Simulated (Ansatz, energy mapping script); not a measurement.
**CoO: J from the energies of magnetic orders**

How strongly do the moments of CoO couple under PBE? The plan is to run several orders and fit a Heisenberg model.

Main program and level: Ansatz 0.2.0; PBE; plane waves, collinear spin, no spin–orbit coupling.

**What experiment says.**

For CoO, rock salt (literature value), “On the Elastic Anisotropy of the Entropy-Stabilized Oxide (Mg, Co, Ni, Cu, Zn)O” (2020, arxiv:2004.06613) quotes earlier work: ordering temperature (Neel temperature) 291 K [literature value quoted in the paper's theory part].

Report form: the programs' logs are mostly left out.

In doubt: warnings of the run leave room for a lower electronic state (steps 3, 4, 6, 10), so energies may not be the lowest and differences between runs may mislead.

## (1) Starting point

Symmetry: Fm-3m, No. 225, cubic system. The conventional cell has a = 4.263 Å, b = 4.263 Å, c = 4.263 Å, α = 90.00°, β = 90.00°, γ = 90.00°. Nearest to Co lie 6 O at 2.13 Å. Nearest to O lie 6 Co at 2.13 Å. Farther neighbours and most contacts between anions are not listed.

As a file:

```cif
data_structure
_symmetry_space_group_name_H-M 'Fm-3m'
_symmetry_Int_Tables_number 225
_cell_length_a 4.2630
_cell_length_b 4.2630
_cell_length_c 4.2630
_cell_angle_alpha 90.000
_cell_angle_beta 90.000
_cell_angle_gamma 90.000
_cell_volume 77.47
loop_
_atom_site_label
_atom_site_type_symbol
_atom_site_symmetry_multiplicity
_atom_site_Wyckoff_symbol
_atom_site_fract_x
_atom_site_fract_y
_atom_site_fract_z
_atom_site_occupancy
Co1 Co 4 a 0.00000 0.00000 0.00000 1
O1 O 4 b 0.50000 0.00000 0.00000 1
```

A plain semilocal functional is the cheapest rung. It tends to spread open shells too far.

## (2) Order 1: parallel, cell A of 4 atoms

The parallel order is the zero of energy for this cell and mesh.

Contents of input.yaml:

```yaml
crystal:
  lattice:
    - [0.0, -2.1315, -2.1315]
    - [0.0, 2.1315, -2.1315]
    - [4.263, 0.0, 0.0]
  atoms:
    - { symbol: Co, position: [0.5, 0.5, 0.5], spin: 3.0 }
    - { symbol: Co, position: [0.0, 0.0, 0.0], spin: 3.0 }
    - { symbol: O, position: [0.5, 0.5, 0.0] }
    - { symbol: O, position: [0.0, 0.0, 0.5] }
magnetization:
  spin_polarized: true
kpoints:
  mp_grid: { grid: [9, 9, 6] }
hamiltonian:
  xc: pbe
scf:
  occupations: { method: fermi_dirac, width: 0.05 }
output:
  eigenvalues: true
```

On the command line:

```bash
> ansatz run input.yaml --threads 4 --pin off --max-ram 8192MiB --backend cpu --events-out ev --progress --plain --runs-dir out
```

Run time: 3.4 s. Hardware: 4 threads of Arm Neoverse V2, shared host; peak memory 0.42 GiB.

Spin moment in the sphere by atom:

```
atom  spin moment in the sphere (μB)
 Co1                            2.49
 Co2                            2.49
  O3                            0.32
  O4                            0.32
```

The run ends ferromagnetic.

## (3) Order 2: compensated +−, cell A of 4 atoms

This order reverses 8 of the 12 neighbours at 3.01 Å and 0 of the 6 neighbours at 4.26 Å, counted for an average magnetic atom.

input.yaml: that of step 2 with these lines changed.

```diff
@@ -7,3 +7,3 @@
     - { symbol: Co, position: [0.5, 0.5, 0.5], spin: 3.0 }
-    - { symbol: Co, position: [0.0, 0.0, 0.0], spin: 3.0 }
+    - { symbol: Co, position: [0.0, 0.0, 0.0], spin: -3.0 }
     - { symbol: O, position: [0.5, 0.5, 0.0] }
```

Run time: 3 s. Hardware: 4 threads; peak memory 0.43 GiB.

Spin moment in the sphere by atom:

```
atom  spin moment in the sphere (μB)
 Co1                            2.27
 Co2                           -2.27
  O3                           -0.11
  O4                            0.11
```

The run ends antiferromagnetic, 57.57 meV a magnetic atom above the parallel order of its cell (energies taken at zero occupation width, not the printed F).

## (4) Run 3 (parallel; cell B, 4 atoms)

The parallel order again, as the reference for this cell.

This run holds the same structure in another cell (c 4.263 → 5.221 Å, α 90.0 → 73.2°, β 90.0 → 73.2°, γ 90.0 → 60.0°).

input.yaml, the sections that differ from step 3:

```yaml
crystal:
  lattice:
    - [0.0, -2.1315, -2.1315]
    - [-2.1315, 0.0, -2.1315]
    - [2.1315, 2.1315, -4.263]
  atoms:
    - { symbol: Co, position: [0.5, 0.5, 0.5], spin: 3.0 }
    - { symbol: Co, position: [0.0, 0.0, 0.0], spin: 3.0 }
    - { symbol: O, position: [0.75, 0.75, 0.75] }
    - { symbol: O, position: [0.25, 0.25, 0.25] }
kpoints:
  mp_grid: { grid: [10, 10, 10] }
# magnetization, hamiltonian, scf, output: as in step 3
```

The job ended after 6.7 s (4 threads; peak memory 0.51 GiB).

The run ends ferromagnetic. For each magnetic atom its energy differs from the parallel run of the first cell by -0.30 meV, an error that one common reference would have brought in.

## (5) Run 4 (compensated +−; cell B, 4 atoms)

This order reverses 6 of the 12 neighbours at 3.01 Å and 6 of the 6 neighbours at 4.26 Å, counted for an average magnetic atom.

input.yaml: that of step 4 with these lines changed.

```diff
@@ -7,3 +7,3 @@
     - { symbol: Co, position: [0.5, 0.5, 0.5], spin: 3.0 }
-    - { symbol: Co, position: [0.0, 0.0, 0.0], spin: 3.0 }
+    - { symbol: Co, position: [0.0, 0.0, 0.0], spin: -3.0 }
     - { symbol: O, position: [0.75, 0.75, 0.75] }
```

Elapsed: 4.1 s, on 4 threads; peak memory 0.5 GiB; 15 s of CPU time.

The run ends antiferromagnetic, 141.71 meV a magnetic atom below the parallel order of its cell (energies taken at zero occupation width, not the printed F).

## (6) Run 5 (parallel; cell C, 6 atoms)

A new cell needs its own zero of energy.

Contents of input.yaml:

```yaml
crystal:
  lattice:
    - [0.0, -2.1315, -2.1315]
    - [-4.263, 0.0, 0.0]
    - [2.1315, 4.263, -2.1315]
  atoms:
    - { symbol: Co, position: [0.666666667, 0.666666667, 0.333333333], spin: 3.0 }
    - { symbol: Co, position: [0.333333333, 0.333333333, 0.666666667], spin: 3.0 }
    - { symbol: Co, position: [0.0, 0.0, 0.0], spin: 3.0 }
    - { symbol: O, position: [0.666666667, 0.166666667, 0.333333333] }
    - { symbol: O, position: [0.333333333, 0.833333333, 0.666666667] }
    - { symbol: O, position: [0.0, 0.5, 0.0] }
magnetization:
  spin_polarized: true
kpoints:
  mp_grid: { grid: [9, 9, 9] }
hamiltonian:
  xc: pbe
scf:
  occupations: { method: fermi_dirac, width: 0.05 }
output:
  eigenvalues: true
```

It took 17 s on 4 threads; peak memory 0.77 GiB.

The run ends ferromagnetic. For each magnetic atom its energy differs from the parallel run of the first cell by 0.06 meV, an error that one common reference would have brought in.

## (7) Uncompensated ++− start in cell C (6 atoms)

Reversing part of the moments probes the couplings between the two sets.

input.yaml: that of step 6 with these lines changed.

```diff
@@ -8,3 +8,3 @@
     - { symbol: Co, position: [0.333333333, 0.333333333, 0.666666667], spin: 3.0 }
-    - { symbol: Co, position: [0.0, 0.0, 0.0], spin: 3.0 }
+    - { symbol: Co, position: [0.0, 0.0, 0.0], spin: -3.0 }
     - { symbol: O, position: [0.666666667, 0.166666667, 0.333333333] }
```

Wall time 80 s (4 threads); peak memory 2.6 GiB.

The run was stopped unfinished when the time set aside for it ran out, so what it printed is not taken as a result.

## (8) Order 7: parallel, cell D of 6 atoms

This run holds the same structure in another cell (b 4.263 → 3.014 Å, c 5.221 → 6.740 Å, α 114.1 → 102.9°, β 106.8 → 102.9°).

input.yaml, the sections that differ from step 7:

```yaml
crystal:
  lattice:
    - [0.0, 2.1315, 2.1315]
    - [0.0, 2.1315, -2.1315]
    - [-6.3945, -2.1315, 0.0]
  atoms:
    - { symbol: Co, position: [0.0, 0.0, 0.0], spin: 3.0 }
    - { symbol: Co, position: [0.333333333, 0.333333333, 0.666666667], spin: 3.0 }
    - { symbol: Co, position: [0.666666667, 0.666666667, 0.333333333], spin: 3.0 }
    - { symbol: O, position: [0.833333333, 0.833333333, 0.666666667] }
    - { symbol: O, position: [0.166666667, 0.166666667, 0.333333333] }
    - { symbol: O, position: [0.5, 0.5, 0.0] }
# magnetization, kpoints, hamiltonian, scf, output: as in step 7
```

Wall time 10 s (4 threads); peak memory 0.62 GiB.

The run ends ferromagnetic. For each magnetic atom its energy differs from the parallel run of the first cell by 0.23 meV, an error that one common reference would have brought in.

## (9) Run 8 (uncompensated ++−; cell D, 6 atoms)

input.yaml: that of step 8 with these lines changed.

```diff
@@ -8,3 +8,3 @@
     - { symbol: Co, position: [0.333333333, 0.333333333, 0.666666667], spin: 3.0 }
-    - { symbol: Co, position: [0.666666667, 0.666666667, 0.333333333], spin: 3.0 }
+    - { symbol: Co, position: [0.666666667, 0.666666667, 0.333333333], spin: -3.0 }
     - { symbol: O, position: [0.833333333, 0.833333333, 0.666666667] }
```

Elapsed: 85 s, on 4 threads; peak memory 3.2 GiB.

The run was stopped unfinished when the time set aside for it ran out, so what it printed is not taken as a result.

## (10) Run 9 (parallel; cell E, 6 atoms)

This run holds the same structure in another cell (c 6.740 → 7.384 Å, α 102.9 → 90.0°, β 102.9 → 90.0°, γ 90.0 → 120.0°).

Contents of input.yaml:

```yaml
crystal:
  lattice:
    - [0.0, 2.1315, 2.1315]
    - [-2.1315, 0.0, -2.1315]
    - [-4.263, -4.263, 4.263]
  atoms:
    - { symbol: Co, position: [0.0, 0.0, 0.0], spin: 3.0 }
    - { symbol: Co, position: [0.333333333, 0.666666667, 0.666666667], spin: 3.0 }
    - { symbol: Co, position: [0.666666667, 0.333333333, 0.333333333], spin: 3.0 }
    - { symbol: O, position: [0.666666667, 0.333333333, 0.833333333] }
    - { symbol: O, position: [0.0, 0.0, 0.5] }
    - { symbol: O, position: [0.333333333, 0.666666667, 0.166666667] }
magnetization:
  spin_polarized: true
kpoints:
  mp_grid: { grid: [10, 10, 4] }
hamiltonian:
  xc: pbe
scf:
  occupations: { method: fermi_dirac, width: 0.05 }
output:
  eigenvalues: true
```

Wall time 8.6 s (4 threads); peak memory 0.53 GiB; 31 s of CPU time.

The run ends ferromagnetic. For each magnetic atom its energy differs from the parallel run of the first cell by -0.33 meV, an error that one common reference would have brought in.

## (11) Run 10 (uncompensated ++−; cell E, 6 atoms)

This order reverses 4 of the 12 neighbours at 3.01 Å and 4 of the 6 neighbours at 4.26 Å, counted for an average magnetic atom.

input.yaml: that of step 10 with these lines changed.

```diff
@@ -8,3 +8,3 @@
     - { symbol: Co, position: [0.333333333, 0.666666667, 0.666666667], spin: 3.0 }
-    - { symbol: Co, position: [0.666666667, 0.333333333, 0.333333333], spin: 3.0 }
+    - { symbol: Co, position: [0.666666667, 0.333333333, 0.333333333], spin: -3.0 }
     - { symbol: O, position: [0.666666667, 0.333333333, 0.833333333] }
```

Wall time 11 s (4 threads); peak memory 0.54 GiB; 42 s of CPU time.

The run ends ferrimagnetic, 105.71 meV a magnetic atom below the parallel order of its cell (energies taken at zero occupation width, not the printed F).

## (12) From energies to couplings

Each energy difference is a sum of couplings weighted by the pairs that the order reverses. A few near shells are fitted to the differences by least squares. Energies are those extrapolated to zero occupation width, not the free energies F.

Energies from the parallel order of the same cell:

```
                      order  atoms  energy (meV a magnetic atom)  moments (μB)  moments kept as typed  opposed neighbours at 3.01, 4.26 Å
         parallel in cell A      4                          0.00          2.49                    yes                                0, 0
   compensated +− in cell A      4                         57.57          2.27                    yes                                8, 0
         parallel in cell B      4                          0.00          2.50                    yes                                0, 0
   compensated +− in cell B      4                       -141.71          2.38                    yes                                6, 6
         parallel in cell C      6                          0.00          2.50                    yes                                0, 0
         parallel in cell D      6                          0.00          2.49                    yes                                0, 0
         parallel in cell E      6                          0.00          2.50                    yes                                0, 0
uncompensated ++− in cell E      6                       -105.71  2.36 to 2.45                    yes                                4, 4
```

The Heisenberg fit (each pair counts twice, positive J is ferromagnetic):

```
 pair  distance (Å)  neighbours  J (meV)
Co–Co          3.01          12     3.60
Co–Co          4.26           6    -15.8
```

Adding the shell at 5.22 Å gives 6.4, -15 and -1.4 meV and a mean-field temperature of 715 K, an exact solve that tests nothing.

The script's first fit took in one more shell; these couplings, and the temperatures drawn from them, were computed anew from the same energies.

Limits of this fit: 2 of the orders did not finish or lost their signs.

In mean field these couplings order at 735 K, at q = (0.50, 0.50, 0.50) in fractions of the conventional cell's reciprocal vectors, and give a Curie–Weiss temperature of -401 K.

## (13) Monte Carlo

Mean field ignores fluctuations and overstates the ordering temperature, so the model is also sampled. The heat capacity peaks where order sets in.

Classical unit spins with these couplings on 8×8×4 copies of a cell that holds the lowest order (512 spins), heat-bath sweeps, cooled from random directions, 300 sweeps to settle and 900 measured at each temperature.

```
T (K)  order along the lowest pattern  net moment  heat capacity (k_B a spin)
 88.2                            0.38        0.01                        1.18
  164                            0.44        0.01                        1.10
  240                            0.38        0.02                        1.15
  316                            0.41        0.02                        1.09
  392                            0.33        0.02                        1.23
  467                            0.27        0.02                        1.77
  505                            0.23        0.02                        1.85
  581                            0.16        0.03                        1.29
  657                            0.12        0.03                        0.62
  733                            0.10        0.03                        0.41
  809                            0.09        0.03                        0.28
```

The smoothed heat capacity peaks at 498 K. The order column follows one pattern alone; equivalent domains or another pattern share the rest.

## (14) Beside the first set of runs

The first set of orders, under PBE+U (3.5 eV), took 14 min of CPU time summed over its finished orders (seed run apart), these 3.9 min.

The two sets resolve different shells, so couplings and temperatures are not set side by side. The lowest order is compensated +− in cell B here and compensated +− in cell B in the first set.

## (15) Summary of results

| Property | Result |
| --- | --- |
| lowest order tried | compensated +− in cell B |
| largest fitted value, Co–Co at 4.26 Å | -15.8 meV |
| ordering temperature, mean field | 735 K |
| heat-capacity peak, Monte Carlo | 498 K |

In words: Of the orders tried, CoO prefers the order “compensated +− in cell B” under PBE, with 6 of 12 neighbours at 3.01 Å and 6 of 6 neighbours at 4.26 Å opposed, and the heat capacity of the fitted model peaks near 498 K (Monte Carlo, classical spins). The largest fitted coupling is the Co–Co pair at 4.26 Å, antiferromagnetic at -16 meV, across a ligand at about 180°. The orders also reverse pairs at 5.22 and 6.03 Å, which are not fitted, so the fitted values hold their part too. With 3 differences for 2 couplings the fit misses by 7.8 meV at most, which is not small: farther shells, terms beyond the Heisenberg form or the mesh can cause that. Taking in the shell at 5.22 Å as well gives 6.4, -15 and -1.4 meV and a mean-field temperature of 715 K. The shorter fit, which has an equation to spare, is the one used. In the fitted orders moments change by up to 8.6 % against the parallel run of the same cell, so the mapping is rough. Every order is gapless on its mesh at this level. In a metal exchange reaches farther, and a short model of fixed moments is less apt; where the compound is in fact an insulator, these couplings come from a wrongly metallic state. Monte Carlo puts the peak at 0.68 of the mean-field temperature, since mean field leaves out fluctuations. In tests on simple cubic and body-centred models such peaks lay 5 to 6 % under the bulk value. On cooling, the order along the one computed pattern stays at or under 0.63: the model settles in an equivalent domain, a degenerate mixture or another order.

Comparison with the measured values:

| quantity | measured | PBE, Monte Carlo |
| --- | --- | --- |
| ordering temperature (spin model) (K) | 291 | 498 (+71.3 %) |

Measured values from arxiv:2004.06613 (2020).

**Verdict.** The ordering temperature is off by +71.3 %. No cell relaxation is part of this session.

[Logs and program files are shortened in this print: banners, set-up blocks, solver, clock and traceback lines can be left out without a mark of their own.]

[Logs are printed without paths, hosts, clocks, repeated set-up lines and the standing remarks that a program may print on its own settings, such as how far it seeks lower states.]

[Hosts, paths, dates, database ids (printed as entryN), source tags and the programs' standing remarks are cut or masked in the printed files.]

[Where a cell is said to come from a database of computed structures, the database is the Materials Project.]
